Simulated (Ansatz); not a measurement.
# Phonons of MgO2 (R-3m) against volume, part 3 of 3

Does MgO2 (R-3m) expand much on heating, by its phonons?

Ansatz 0.2.0; DFT PBEsol+D3(BJ), scalar-relativistic, plane waves, PAW.

So far, highest frequency on the path or at a solved wavevector (cm⁻¹): step 2 (the dispersion) 967; step 4 (phonons at the other volume, volume ratio 0.97) 995; step 6 (phonons at the other volume, volume ratio 1.03) 941.

In doubt: the dispersion correction can have small steps in the geometry for these elements (in some of the runs), which bears on fits and elastic values.

### 7. Grüneisen parameters (continued)

Phonon branches along the path, in cm⁻¹:

```tsv
point	branch 1	branch 2	branch 3	branch 4	branch 5	branch 6	branch 7	branch 8	branch 9
Γ	0	0	0	306	306	425	425	528	967
halfway	84	84	253	293	293	438	438	513	937
T	86	86	290	290	441	443	451	451	897
halfway	164	236	327	328	379	412	454	476	906
H2	239	300	316	334	400	419	456	458	925
jump to H0	239	300	316	334	400	419	456	458	925
halfway	238	255	304	338	403	423	465	470	939
L	165	254	289	307	424	452	454	485	947
halfway	103	143	246	308	358	394	440	561	955
Γ	0	0	0	306	306	391	425	591	967
halfway	158	172	258	332	359	386	460	542	952
S0	226	312	320	339	397	409	458	461	928
jump to S2	226	312	320	339	397	409	458	461	928
halfway	216	234	334	362	400	422	453	455	921
F	190	214	341	358	401	431	449	456	918
halfway	126	162	263	334	367	405	434	519	944
Γ	0	0	0	306	306	396	425	580	967
```

The same for volume x 0.97:

```tsv
point	branch 1	branch 2	branch 3	branch 4	branch 5	branch 6	branch 7	branch 8	branch 9
Γ	0	0	0	312	312	452	452	547	995
T	71	71	308	308	454	458	472	472	925
H2	239	304	319	350	424	430	482	483	953
H0	239	304	319	350	424	430	482	483	953
L	156	261	302	324	440	466	478	504	976
Γ	0	0	0	312	312	412	452	614	995
S0	226	316	326	354	410	430	482	487	957
S2	226	316	326	354	410	430	482	487	957
F	189	214	350	365	423	460	461	484	946
Γ	0	0	0	312	312	418	452	602	995
```

The same for volume x 1.03:

```tsv
point	branch 1	branch 2	branch 3	branch 4	branch 5	branch 6	branch 7	branch 8	branch 9
Γ	0	0	0	301	301	400	400	512	941
T	97	97	273	273	429	429	431	431	870
H2	238	295	312	319	377	407	431	437	898
H0	238	295	312	319	377	407	431	437	898
L	172	246	276	290	408	432	439	468	920
Γ	0	0	0	301	301	372	400	570	941
S0	225	306	314	325	383	390	437	438	902
S2	225	306	314	325	383	390	437	438	902
F	190	214	330	351	383	403	429	438	892
Γ	0	0	0	301	301	376	400	559	941
```

The first set of phonon branches as a text plot (rows in cm⁻¹; labels by their first letter):

```
    974 |**                        **********                 ***
    933 |  ***        *************          *****************
    891 |     ********
    850 |
    808 |
    767 |
    725 |
    684 |
    642 |
    601 |                            ******
    560 |                         ***      ***                ***
    518 |****                   **            *            ***
    477 |    *** ***************             *******    ***
    435 |****************  ******************       *************
    394 |     **  ***********  **  ******** *********************
    352 |    *       *******     *****     ***  ***************
    311 |****   ****************************  *******      * ****
    269 |   ****     ***   * **   *          *  *  **       *
    228 |           * * *****  **  *        * ************   *
    187 |  *      ** *       **  ** *      * **       ******
    145 |        * **          *** * *      **            *****
    104 | * *******               *****   ***                ***
     62 |***                        **** **                   ***
     21 |*                            ****                      *
         Γ     T       H|H     L        Γ        S|S   F        Γ
```

Mode Grueneisen parameter -dln(w)/dln(V), modes matched by rank; at Γ the acoustic branches take the value of a neighbouring point of the path. Mode grüneisen parameters along the path, in :

```tsv
point	branch 1	branch 2	branch 3	branch 4	branch 5	branch 6	branch 7	branch 8	branch 9
Γ	-0.70	-0.70	1.03	0.57	0.57	2.04	2.04	1.10	0.93
halfway	-2.00	-2.00	1.03	1.29	1.29	1.72	1.72	1.07	0.96
T	-5.15	-5.15	1.97	1.97	0.94	1.10	1.50	1.50	1.02
halfway	-0.79	0.56	1.11	1.08	1.94	1.00	1.60	1.54	1.00
H2	0.10	0.47	0.37	1.52	1.96	0.91	1.85	1.67	0.99
jump to H0	0.10	0.47	0.37	1.52	1.96	0.91	1.85	1.67	0.99
halfway	0.46	-0.01	1.45	1.57	1.18	1.17	1.73	1.41	0.99
L	-1.67	0.97	1.54	1.89	1.26	1.25	1.44	1.22	0.98
halfway	-1.80	0.43	1.24	1.24	1.44	1.16	1.83	1.20	0.96
Γ	-2.66	-1.01	1.22	0.57	0.57	1.69	2.04	1.22	0.93
halfway	0.01	0.82	0.75	1.36	1.09	1.68	1.67	1.19	0.96
S0	0.06	0.54	0.66	1.41	1.17	1.62	1.62	1.79	0.98
jump to S2	0.06	0.54	0.66	1.41	1.17	1.62	1.62	1.79	0.98
halfway	-0.05	0.34	0.87	0.93	1.58	1.55	1.72	1.69	0.98
F	-0.11	0.04	1.02	0.67	1.63	2.22	1.20	1.65	0.98
halfway	-0.23	0.18	0.97	0.64	1.87	1.10	2.08	1.25	0.96
Γ	-0.40	0.29	0.67	0.57	0.57	1.74	2.04	1.22	0.93
```

The mode Grüneisen parameters as a text plot (rows in , shown from -3.8 to 2.1 only; labels by their first letter):

```
   1.95 |**   ***** * ***    ***   *********            * *******
   1.70 |  ***   * ***********  ***  *********************     **
   1.46 |    ********* ** ***********        *  *****   ***  **
   1.22 |*  *     *** *  *********************** ***  **  *******
   0.98 |********************************************************
   0.73 | *          **          **  **  ******   ***************
   0.49 |*          *  ******      *   ***  *  ******         ***
   0.25 |          * **** *         *          ***   *     ******
   0.01 |               ** *               ****   *********
  -0.24 |         *  *      *        *    *             ********
  -0.48 |                                *                      *
  -0.72 |**         *                 *
  -0.96 |                    *         ** *
  -1.21 |        *
  -1.45 |  *       *          *
  -1.69 |                      *****
  -1.93 |   *                       *
  -2.18 |                            *
  -2.42 |         *                   *  *
  -2.66 |                              **
  -2.90 |
  -3.15 |
  -3.39 |    *  **
  -3.63 |
         Γ     T       H|H     L        Γ        S|S   F        Γ
```

(dS/dlnV)/C_V. Thermodynamic Grueneisen parameter against temperature:

```tsv
temperature (K)	thermodynamic Grueneisen parameter
50	-0.474
100	0.372
150	0.695
200	0.824
250	0.886
300	0.921
350	0.942
400	0.955
450	0.963
500	0.97
550	0.974
600	0.978
650	0.981
700	0.983
750	0.985
800	0.986
850	0.987
900	0.987
950	0.989
1000	0.989
```

Gamma C_V/(B V) at the static volume. Table of volume expansion by temperature:

```tsv
temperature (K)	volume expansion (1e-6/K)
50	-0.63
100	2.47
150	8.84
200	14.3
250	18.3
300	21.2
350	23.3
400	24.8
450	25.9
500	26.9
550	27.6
600	28.1
650	28.6
700	28.9
750	29.2
800	29.5
850	29.7
900	29.9
950	30.0
1000	30.1
```

### 8. Outcome

```yaml
bulk_modulus: 134 GPa
gap_deformation_potential: -3.32 eV
thermodynamic_grueneisen_parameter_at_300_k: 0.921
volume_expansion_at_300_k_estimated: 21.2 × 10⁻⁶ K⁻¹
```

**Reading.** By this estimate the volume grows by 21.2 × 10⁻⁶ per kelvin at 300 K. Without the field, the highest optical mode at Γ goes from 995 to 941 cm⁻¹ as the cell grows, a Grüneisen parameter of 0.93. Mode parameters on the path run from -5.2 to 2.2, with a median of 1.1. Modes with negative values stiffen as the cell grows and pull against the expansion. Branches are matched by rank, so values near crossings are rough. The expansion is the Grüneisen estimate at the static volume, with the static bulk modulus. The program warns that the interpolation holds no quadrupole term, so branches close to Γ can be off in this crystal. In the phonons the program treats the change of the C6 weights of the dispersion term with coordination only in part.

[Logs are printed without paths, hosts, clocks, repeated set-up lines and the standing remarks that a program may print on its own settings, such as how far it seeks lower states.]

[Hosts, paths, dates, database ids (printed as entryN), source tags and the programs' standing remarks are cut or masked in the printed files.]
